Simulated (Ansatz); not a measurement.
# Br on Nb(110): change of the work function, part 2 of 2

Aim: the work function of Nb(110) at several coverages of Br (hollow site), and the dipole that each adsorbate carries.

Ansatz 0.2.0; plane-wave DFT, PBE, Ansatz PAW.

So far, work function, upper face (eV): step 2 (the clean slab) 4.49; step 3 (37 atoms, coverage 0.111 ML, cell 3x3) 4.32.

## Step 4: Adsorbate added, k-mesh 6×6×1, coverage 0.25 ML

System of this step: Br/Nb(110). The cell holds 17 atoms: 16 Nb and 1 Br. Cell: a = 5.716 Å, b = 5.716 Å, c = 27.404 Å, α = 90.0°, β = 90.0°, γ = 70.5°. Vacuum lies along c.

Another coverage, to see how the dipoles act on each other as their distance changes.

Contents of input.yaml:

```yaml
crystal:
  lattice:
    - [4.6669047558, -3.3, 0.0]
    - [4.6669047558, 3.3, 0.0]
    - [0.0, 0.0, 27.4040694639]
  atoms:
    - { symbol: Nb, position: [0.0, 0.0, 0.3284183764] }
    - { symbol: Nb, position: [0.25, 0.25, 0.4135682255] }
    - { symbol: Nb, position: [0.0, 0.0, 0.4997826841] }
    - { symbol: Nb, position: [0.25, 0.25, 0.5819072344] }
    - { symbol: Nb, position: [0.0, 0.5, 0.3284183764] }
    - { symbol: Nb, position: [0.25, 0.75, 0.4135682255] }
    - { symbol: Nb, position: [0.0, 0.5, 0.4997826841] }
    - { symbol: Nb, position: [0.25, 0.75, 0.5819072344] }
    - { symbol: Nb, position: [0.5, 0.0, 0.3284183764] }
    - { symbol: Nb, position: [0.75, 0.25, 0.4135682255] }
    - { symbol: Nb, position: [0.5, 0.0, 0.4997826841] }
    - { symbol: Nb, position: [0.75, 0.25, 0.5819072344] }
    - { symbol: Nb, position: [0.5, 0.5, 0.3284183764] }
    - { symbol: Nb, position: [0.75, 0.75, 0.4135682255] }
    - { symbol: Nb, position: [0.5, 0.5, 0.4997826841] }
    - { symbol: Nb, position: [0.75, 0.75, 0.5819072344] }
    - { symbol: Br, position: [0.42, 0.42, 0.6715816236] }
kpoints:
  mp_grid: { grid: [6, 6, 1] }
hamiltonian:
  xc: pbe
scf:
  occupations: { method: fermi_dirac, width: 0.1 }
  convergence: { dr2_threshold: 1.0e-08 }
efield:
  axis: 3
  dipole_correction: true
  ramp_position: 0.97
  ramp_width: 0.06
relax:
  f_tol: 0.02
  max_steps: 60
  constraints: [{ sites: [0, 1, 4, 5, 8, 9, 12, 13] }]
output:
  dos: { projected: true, e_range: [-8, 4] }
  write_potential: true
  write_density: true
  volumetric_format: npy
  elf: true
```

Run with:

```sh
ansatz run input.yaml --threads 4 --pin off --max-ram 16384MiB --backend cpu --events-out ev --progress --plain --runs-dir out
```

Elapsed: 5.2 min, on 4 threads of Arm Neoverse V1, shared host; peak memory 3 GiB; 20 min of CPU time.

Relaxation path:

```
step  energy less that of the first step (eV)  largest force component (eV/Å)
   1                                   0.0000                          1.4267
   2                                  -0.3684                          0.7865
   3                                  -0.4535                          0.2227
   4                                  -0.4764                          0.2118
   5                                  -0.4898                          0.0988
   6                                  -0.4931                          0.0164
   7                                  -0.4934                          0.0092
```

Forces are held to the 2 operations that the program found; a distortion that breaks them can't arise in this run.

The atoms that moved most (Å):

```
atom      dx      dy      dz  length
Br17   0.420   0.000  -0.386   0.571
 Nb8   0.007   0.097   0.050   0.110
Nb12   0.007  -0.097   0.050   0.110
 Nb3   0.001   0.000  -0.069   0.069
 Nb4  -0.061   0.000   0.027   0.066
Nb16   0.047   0.000  -0.028   0.054
Nb15  -0.002   0.000   0.031   0.031
```

The relaxed structure:

```xyz
17
Lattice="4.6669 -3.3000 0.0000 4.6669 3.3000 0.0000 0.0000 0.0000 27.4041" Properties=species:S:1:pos:R:3
Nb    0.0000    0.0000    9.0000
Nb    2.3335    0.0000   11.3335
Nb    0.0012    0.0000   13.6266
Nb    2.2729    0.0000   15.9734
Nb    2.3335    1.6500    9.0000
Nb    4.6669    1.6500   11.3335
Nb    2.3331    1.6526   13.6976
Nb    4.6734    1.7473   15.9968
Nb    2.3335   -1.6500    9.0000
Nb    4.6669   -1.6500   11.3335
Nb    2.3331   -1.6526   13.6976
Nb    4.6734   -1.7473   15.9968
Nb    4.6669    0.0000    9.0000
Nb    7.0004    0.0000   11.3335
Nb    4.6645    0.0000   13.7270
Nb    7.0470    0.0000   15.9185
Br    4.3405    0.0000   18.0179
```

This step gave:

* energy at zero smearing: -75614.5627 eV
* work function, upper face: 4.134 eV
* work function, lower face: 4.525 eV
* dipole along the normal: 0.06668 e·Å
* step between the vacuum levels: -0.3917 eV

The density of states has structure finer than the step of the table below, so its rows give means over 0.25 eV. Peaks (eV: height): -1.590: 35.2, -1.380: 46.1, -1.170: 30.4, -1.050: 28.0, -0.450: 32.3, -0.360: 32.3, -0.210: 29.7.

Table of density of states by energy, zero at the Fermi level; means over each step:

```
energy (eV)  density of states (states/eV a cell)
      -6.00                                     0
      -5.75                                  1.15
      -5.50                                  3.66
      -5.25                                  4.40
      -5.00                                  11.1
      -4.75                                  7.33
      -4.50                                  1.30
      -4.25                                  2.33
      -4.00                                  2.71
      -3.75                                  3.60
      -3.50                                  7.20
      -3.25                                  18.1
      -3.00                                  16.2
      -2.75                                  21.3
      -2.50                                  23.8
      -2.25                                  19.5
      -2.00                                  14.7
      -1.75                                  12.0
      -1.50                                  31.1
      -1.25                                  29.3
      -1.00                                  22.9
      -0.75                                  21.6
      -0.50                                  29.0
      -0.25                                  25.3
       0.00                                  21.1
       0.25                                  16.9
       0.50                                  11.7
       0.75                                  12.2
       1.00                                  12.8
       1.25                                  14.0
```

Projected DOS per atom over height of the atomic layer and energy from the Fermi level. Layers: Nb4 Nb4 Nb4 Nb4 Br from below.

Values in states/eV, 22 rows by 5 columns, each cell a mean:
```
1.1 0.6 0.6 1.0 0.2
0.9 0.5 0.5 0.9 0.1
1.1 0.5 0.5 0.9 0.1
1.5 1.1 1.1 1.4 0.1
2.3 1.4 1.4 1.6 0.1
1.6 1.2 1.2 1.5 0.2
1.9 2.0 1.8 1.7 0.2
0.9 1.1 1.2 1.0 0.1
1.1 1.0 1.1 1.2 0.3
1.4 1.5 1.5 1.4 0.3
0.8 1.4 1.3 0.7 0.2
0.5 0.7 0.8 0.4 0.1
0.2 0.2 0.2 0.1 0.1
0.1 0.2 0.1 0.1 0.1
0.0 0.1 0.1 0.3 4.7
0.0 0.1 0.1 0.3 4.3
0.0 0.0 0.1 0.2 1.3
0.0 0.0 0.0 0.0 0.0
0.0 0.0 0.0 0.0 0.0
0.0 0.0 0.0 0.0 0.0
0.0 0.0 0.0 0.0 0.0
0.0 0.0 0.0 0.0 0.0
```
Columns: height of the atomic layer (Å) from 9 to 18.0 (not evenly spaced); rows upwards: energy from the Fermi level (eV) from -7.96 to 1.45.

Electrostatic potential energy in the ca plane at fractional y = 0.465, with atoms of Nb and Br within 0.2 Å of it. With pseudopotentials it is smooth inside the atoms' cores, unlike the true potential.

Ten even steps from '0' (-67 eV) to '9' (8 eV), each cell a mean:
```
01589999998510158999999999999999999999999999
45799999999754579999999999999999999999999999
88999999999988899999999999999999999999999999
89999988999999999998899999999999999999999999
77899988999877789998899999999999999999999999
24789988998742368999999876799999999999999999
00589999998400048999998620279999999999999999
00489999998400048999998300059999999999999999
13689999998632368999998400059999999999999999
67899999999876789999999743489999999999999999
89999989999998999999999988899999999999999999
88999988999988899998899999999999999999999999
56899988999865689998899999999999999999999999
02589999998510258999999999999999999999999999
00489999998400048999999999999999999999999999
```
Columns run along c (16.0 Å, from fractional 0.33 to 0.91 of the cell; values clipped at the 3rd and 97th percentile), rows up along a (5.7 Å). Atoms in or near the plane, at fractional coordinates: Nb at (0.50, 0.00), Nb at (0.50, 0.50), Br at (0.66, 0.47).

Valence density in the ca plane at fractional y = 0.465, with atoms of Nb and Br within 0.2 Å of it. It is the smooth field of the valence electrons, not physical close to the nuclei.

Values in e/Å³, 8 rows by 16 columns, each cell a mean:
```
2.5 0.3 0.2 0.3 2.3 1.7 0.2 0.2 0.1 0.0 0.0 0.0 0.0 0.0 0.0 0.0
0.4 0.2 0.3 0.2 0.3 0.3 0.2 0.2 0.1 0.0 0.0 0.0 0.0 0.0 0.0 0.0
0.9 0.3 0.3 0.2 0.8 0.7 0.3 0.2 0.3 0.3 0.1 0.0 0.0 0.0 0.0 0.0
3.7 0.4 0.2 0.3 3.4 2.7 0.2 0.2 0.7 0.9 0.2 0.0 0.0 0.0 0.0 0.0
2.5 0.3 0.2 0.2 2.3 1.8 0.2 0.2 0.8 0.8 0.3 0.0 0.0 0.0 0.0 0.0
0.4 0.2 0.3 0.2 0.3 0.3 0.2 0.2 0.4 0.6 0.1 0.0 0.0 0.0 0.0 0.0
0.9 0.3 0.3 0.3 0.9 0.6 0.3 0.3 0.1 0.1 0.0 0.0 0.0 0.0 0.0 0.0
3.7 0.4 0.2 0.3 3.5 2.6 0.3 0.2 0.1 0.0 0.0 0.0 0.0 0.0 0.0 0.0
```
Columns run along c (16.0 Å, from fractional 0.33 to 0.91 of the cell), rows up along a (5.7 Å). Atoms in or near the plane, at fractional coordinates: Nb at (0.50, 0.00), Nb at (0.50, 0.50), Br at (0.66, 0.47).

ELF in the ca plane at fractional y = 0.465, with atoms of Nb and Br within 0.2 Å of it. It is the smooth field of the valence electrons, not physical close to the nuclei.

Values, 8 rows by 16 columns, each cell a mean:
```
0.57 0.37 0.41 0.34 0.55 0.45 0.38 0.43 0.39 0.07 0.00 0.00 0.00 0.00 0.00 0.00
0.30 0.38 0.27 0.41 0.29 0.29 0.37 0.29 0.21 0.17 0.08 0.01 0.00 0.00 0.00 0.00
0.39 0.32 0.22 0.32 0.36 0.34 0.33 0.19 0.46 0.73 0.45 0.07 0.00 0.00 0.00 0.00
0.62 0.34 0.28 0.30 0.62 0.58 0.33 0.23 0.67 0.57 0.73 0.16 0.01 0.00 0.00 0.00
0.57 0.37 0.41 0.36 0.54 0.47 0.37 0.30 0.63 0.39 0.76 0.18 0.01 0.00 0.00 0.00
0.29 0.38 0.27 0.41 0.28 0.29 0.36 0.22 0.59 0.81 0.56 0.09 0.00 0.00 0.00 0.00
0.39 0.33 0.22 0.32 0.37 0.33 0.30 0.23 0.21 0.29 0.15 0.02 0.00 0.00 0.00 0.00
0.62 0.35 0.28 0.30 0.62 0.56 0.32 0.29 0.29 0.06 0.01 0.00 0.00 0.00 0.00 0.00
```
Columns run along c (16.0 Å, from fractional 0.33 to 0.91 of the cell), rows up along a (5.7 Å). Atoms in or near the plane, at fractional coordinates: Nb at (0.50, 0.00), Nb at (0.50, 0.50), Br at (0.66, 0.47).

The relaxation took 7 steps and lowered the energy by 0.49 eV; the largest force on the free atoms ends at 0.0092 eV/Å.

By hand: a sheet of dipoles makes a step −p/(ε₀A) in the electron's potential. With e/ε₀ = 180.95 V·Å, p = 0.06668 e·Å and A = 30.80 Å², that is −180.95 × (0.06668) / 30.80 = -0.392 eV, and the two vacuum levels of the run differ by -0.392 eV.

The covered face has 4.13 eV, -0.36 eV against the clean one; the bare back face has moved by -0.00 eV, a measure of how thin the slab is.

## Step 5: Adsorbate added, k-mesh 6×6×1, coverage 0.5 ML

System of this step: Br/Nb(110). The cell holds 18 atoms: 16 Nb and 2 Br. Cell: a = 5.716 Å, b = 5.716 Å, c = 27.404 Å, α = 90.0°, β = 90.0°, γ = 70.5°. Vacuum lies along c.

input.yaml, as its differences from that of step 4:

```diff
@@ -23,2 +23,3 @@
     - { symbol: Br, position: [0.42, 0.42, 0.6715816236] }
+    - { symbol: Br, position: [0.92, 0.42, 0.6715816236] }
 kpoints:
```

It took 7.4 min on 4 threads; peak memory 3.6 GiB; 29 min of CPU time.

Relaxation path:

```
step  energy less that of the first step (eV)  largest force component (eV/Å)
   1                                   0.0000                          1.2124
   2                                  -0.7014                          0.8400
   3                                  -0.8799                          0.3322
   4                                  -0.8871                          0.2552
   5                                  -0.9291                          0.0454
   6                                  -0.9300                          0.0192
```

The run keeps the 2 symmetry operations that the program found, so distortions that break them were not tested.

The atoms that moved most (Å):

```
atom      dx      dy      dz  length
Br18   0.193   0.043  -0.400   0.447
Br17   0.193   0.043  -0.400   0.447
 Nb4  -0.042  -0.080   0.077   0.119
Nb12  -0.042  -0.080   0.077   0.119
Nb16   0.069   0.047   0.029   0.088
 Nb8   0.069   0.047   0.029   0.088
Nb11   0.006   0.001  -0.057   0.058
 Nb3   0.006   0.001  -0.057   0.058
```

Final coordinates:

```xyz
18
Lattice="4.6669 -3.3000 0.0000 4.6669 3.3000 0.0000 0.0000 0.0000 27.4041" Properties=species:S:1:pos:R:3
Nb    0.0000    0.0000    9.0000
Nb    2.3335    0.0000   11.3335
Nb    0.0055    0.0006   13.6388
Nb    2.2910   -0.0802   16.0235
Nb    2.3335    1.6500    9.0000
Nb    4.6669    1.6500   11.3335
Nb    2.3380    1.6457   13.7223
Nb    4.7354    1.6974   15.9753
Nb    2.3335   -1.6500    9.0000
Nb    4.6669   -1.6500   11.3335
Nb    2.3390   -1.6494   13.6388
Nb    4.6245   -1.7302   16.0235
Nb    4.6669    0.0000    9.0000
Nb    7.0004    0.0000   11.3335
Nb    4.6714   -0.0043   13.7223
Nb    7.0689    0.0474   15.9753
Br    4.1135    0.0434   18.0037
Br    6.4469   -1.6066   18.0037
```

The density of states has structure finer than the step of the table below, so its rows give means over 0.25 eV. Peaks (eV: height): -3.220: 24.6, -2.560: 27.9, -1.500: 39.8, -1.290: 34.8, -1.080: 30.3, -0.960: 28.9, -0.600: 36.9.

Density of states against energy, zero at the Fermi level; means over each step:

energy (eV), density of states (states/eV a cell) and a bar:
```
    -7.50        0.0 
    -7.25        1.0 #
    -7.00        1.8 ##
    -6.75        0.7 #
    -6.50        0.7 #
    -6.25        1.7 ##
    -6.00        3.7 ####
    -5.75        5.1 #####
    -5.50        5.9 ######
    -5.25        5.1 #####
    -5.00        7.6 ########
    -4.75        6.4 ######
    -4.50        4.4 ####
    -4.25        3.4 ###
    -4.00        2.8 ###
    -3.75        3.7 ####
    -3.50        7.4 #######
    -3.25       18.3 ##################
    -3.00       16.5 ################
    -2.75       20.8 #####################
    -2.50       24.5 ########################
    -2.25       18.5 ##################
    -2.00       15.8 ################
    -1.75       14.8 ###############
    -1.50       30.2 ##############################
    -1.25       25.7 ##########################
    -1.00       25.8 ##########################
    -0.75       21.1 #####################
    -0.50       29.4 #############################
    -0.25       23.6 #######################
     0.00       21.2 #####################
     0.25       16.5 ################
     0.50       11.8 ############
     0.75       13.4 #############
     1.00       13.7 ##############
     1.25       13.1 #############
```

The relaxation took 6 steps and lowered the energy by 0.93 eV; the largest force on the free atoms ends at 0.019 eV/Å.

The covered face has 3.97 eV, -0.52 eV against the clean one; the bare back face has moved by -0.00 eV, a measure of how thin the slab is.

## Step 6: Adsorbate added, k-mesh 12×12×1, coverage 1 ML

System of this step: Br/Nb(110). The cell holds 5 atoms: 4 Nb and 1 Br. Cell: a = 2.858 Å, b = 2.858 Å, c = 27.404 Å, α = 90.0°, β = 90.0°, γ = 70.5°. Vacuum lies along c.

input.yaml, the sections that differ from step 5:

```yaml
crystal:
  lattice:
    - [2.3334523779, -1.65, 0.0]
    - [2.3334523779, 1.65, 0.0]
    - [0.0, 0.0, 27.4040694639]
  atoms:
    - { symbol: Nb, position: [0.0, 0.0, 0.3284183764] }
    - { symbol: Nb, position: [0.5, 0.5, 0.4135682255] }
    - { symbol: Nb, position: [0.0, 0.0, 0.4997826841] }
    - { symbol: Nb, position: [0.5, 0.5, 0.5819072344] }
    - { symbol: Br, position: [0.84, 0.84, 0.6715816236] }
kpoints:
  mp_grid: { grid: [12, 12, 1] }
relax:
  f_tol: 0.02
  max_steps: 60
  constraints: [{ sites: [0, 1] }]
output:
  write_potential: true
  write_density: true
  volumetric_format: npy
# hamiltonian, scf, efield: as in step 5
```

It took 48 s on 4 threads; peak memory 0.63 GiB; 3.2 min of CPU time.

The steps of the relaxation:

```
step  energy less that of the first step (eV)  largest force component (eV/Å)
   1                                   0.0000                          1.3761
   2                                  -0.3858                          0.5789
   3                                  -0.3686                          1.1521
   4                                  -0.4417                          0.2114
   5                                  -0.4527                          0.1006
   6                                  -0.4544                          0.0430
   7                                  -0.4545                          0.0049
```

Relaxation step 3 was tried and not accepted.

The run keeps the 2 symmetry operations that the program found, so distortions that break them were not tested.

The atoms that moved most (Å):

```
atom     dx     dy      dz  length
 Br5  0.157  0.000  -0.368   0.400
 Nb4  0.057  0.000   0.103   0.118
 Nb3  0.015  0.000  -0.033   0.036
```

Final coordinates:

```xyz
5
Lattice="2.3335 -1.6500 0.0000 2.3335 1.6500 0.0000 0.0000 0.0000 27.4041" Properties=species:S:1:pos:R:3
Nb    0.0000    0.0000    9.0000
Nb    2.3335    0.0000   11.3335
Nb    0.0146    0.0000   13.6632
Nb    2.3901    0.0000   16.0496
Br    4.0774    0.0000   18.0365
```

The relaxation took 7 steps and lowered the energy by 0.45 eV; the largest force on the free atoms ends at 0.0049 eV/Å.

The covered face has 3.55 eV, -0.94 eV against the clean one; the bare back face has moved by +0.02 eV, a measure of how thin the slab is.

## Step 7: Work function against coverage

This step: plane-wave DFT, PBE, Ansatz PAW; work function against coverage (Ansatz 0.2.0).

The runs are now put side by side.

This step gave:

- work function of the clean face: 4.492 eV
- largest change of the work function: -0.9390 eV

The work function of the covered face by coverage:

```
coverage (adsorbates/nm²)  work function of the covered face (eV)
                     0.00                                    4.49
                     1.44                                    4.32
                     3.25                                    4.13
                     6.49                                    3.97
                    12.99                                    3.55
```

The dipole per adsorbate comes from the change of the cell's dipole. Coverage, by row:

```
coverage (1/nm²)  coverage (ML)  work function (eV)  change (eV)  dipole per adsorbate, positive end outwards (debye)  mean height of the added atoms over the highest substrate atom (Å)
           1.443         0.1111               4.319      -0.1737                                                0.318                                                               2.016
           3.247           0.25               4.134      -0.3588                                                0.291                                                               2.021
           6.493            0.5               3.969      -0.5233                                                0.214                                                                1.98
           12.99              1               3.553       -0.939                                                0.196                                                               1.987
```

## Step 8: What came out

| Property | Result |
| --- | --- |
| work function of the clean face | 4.49 eV |
| work function at 0.11 ML | 4.32 eV |
| work function at 0.25 ML | 4.13 eV |
| work function at 0.5 ML | 3.97 eV |
| work function at 1 ML | 3.55 eV |
| dipole per adsorbate at 0.11 ML, positive end outwards | 0.32 D |

What this shows: Br lowers the work function of Nb(110) at the lowest coverage, by 0.17 eV: the adsorbate layer has its positive end outwards. The dipole per adsorbate falls from 0.32 to 0.20 D as the layer fills. Neighbouring dipoles depolarise each other, and heights and bonding change with coverage too. At the highest coverage the adsorbates are pressed to about 2.9 Å, closer than unbonded atoms of this kind usually come, so a real layer may not reach it. The slab has 4 layers, at the tabulated experimental lattice constant, one starting site was run, and quantum-size effects of a slab this thin can reach one or two tenths of an eV.

[Long decimals in the printed logs are rounded to 6 places.]

[Logs are printed without paths, hosts, clocks, repeated set-up lines and the standing remarks that a program may print on its own settings, such as how far it seeks lower states.]

[Hosts, paths, dates, database ids (printed as entryN), source tags and the programs' standing remarks are cut or masked in the printed files.]

[Maps of the electrostatic potential energy from Ansatz leave out the sawtooth potential of an applied field or a dipole correction, so their vacuum need not be flat; planar profiles and work functions include it.]

[The density of states shown here was stored with 400 of the rows of the run's finer table, so its peaks can read low, often by over a quarter, or be missed, and its means over a window can be off by a tenth or more.]
